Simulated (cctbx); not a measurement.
# Lattice, Laue class and space group of a new crystal

Cell: a = 4.6030 Å, b = 4.6030 Å, c = 7.0860 Å, α = 90.00°, β = 90.00°, γ = 90.00°. Expected content of the cell: Ho1 In4 Rh1 Al1.

The data are simulated with cctbx, not measured: Cu Kα, λ = 1.54184 Å, to d = 0.83 Å, 80 % of the full sphere, strongest reflection 5000 counts, noise from counting, a 6 % proportional error and a noise floor of 2 counts (s.d.); no absorption.

A first pass over the reflections prints:

```text
921 reflections to d = 0.831 A
centring   violations  <I/sigma> of those
    A        332 of   468      8.3
    B        331 of   465      8.4
    C        231 of   461      5.1
    I        479 of   479     10.9
    R        449 of   622      8.4
    F        447 of   697      7.3
Laue class    unique    Rint  (classes that these axes allow; Friedel mates merged)
P -1              542   0.039
P 1 2/m 1         315   0.048
P 1 1 2/m         306   0.049
P 2/m 1 1         315   0.048
P m m m           192   0.052
P 4/m             158   0.053
P 4/m m m         112   0.056
space group    extra absences  I>4sigma  <I/sigma>
P 4 2 2                 0          0         -  acentric
P 4 m m                 0          0         -  acentric
P -4 2 m                0          0         -  acentric
P -4 m 2                0          0         -  acentric
P 4/m m m               0          0         -  centric
Wilson B = 0.54 A^2   <|E^2-1|> = 0.840 (0.968 centric, 0.736 acentric)   E^2>4: 1.8 %
shell (A)         n   <I/sigma>
 7.09 - 1.66     18     20.6
 1.66 - 1.32     18     25.3
 1.32 - 1.15     11     24.7
 1.15 - 1.05     14     21.4
 1.05 - 0.97     13     23.8
 0.97 - 0.91     12     24.1
 0.91 - 0.87     13     20.4
 0.87 - 0.83     13     21.1
```

**Question.** What are the lattice type, the Laue class and the likely space group?

Every centring test has many violations, so the lattice is primitive.

Rint stays low (0.039 to 0.056) up to P 4/m m m, the highest class in these axes.

5 settings pass the absence test. No glide or screw absences show, which leaves P 4 2 2, P 4 m m, P -4 2 m, P -4 m 2 and P 4/m m m.

⟨|E²−1|⟩ = 0.840 lies between the two ideal values. The Wilson B of 0.54 Å² means U ≈ 0.0068 Å².

The true group is P4/mmm (no. 123), Laue class 4/mmm, centrosymmetric. The tables only narrow the choice to the tied entries; cell content, site symmetry and trial solutions must settle it.

The model was made for the exercise: a known structure type with other elements put in, its volume estimated, not relaxed; displacement parameters are assumed.

[Logs are printed without paths, hosts, clocks, repeated set-up lines and the standing remarks that a program may print on its own settings, such as how far it seeks lower states.]
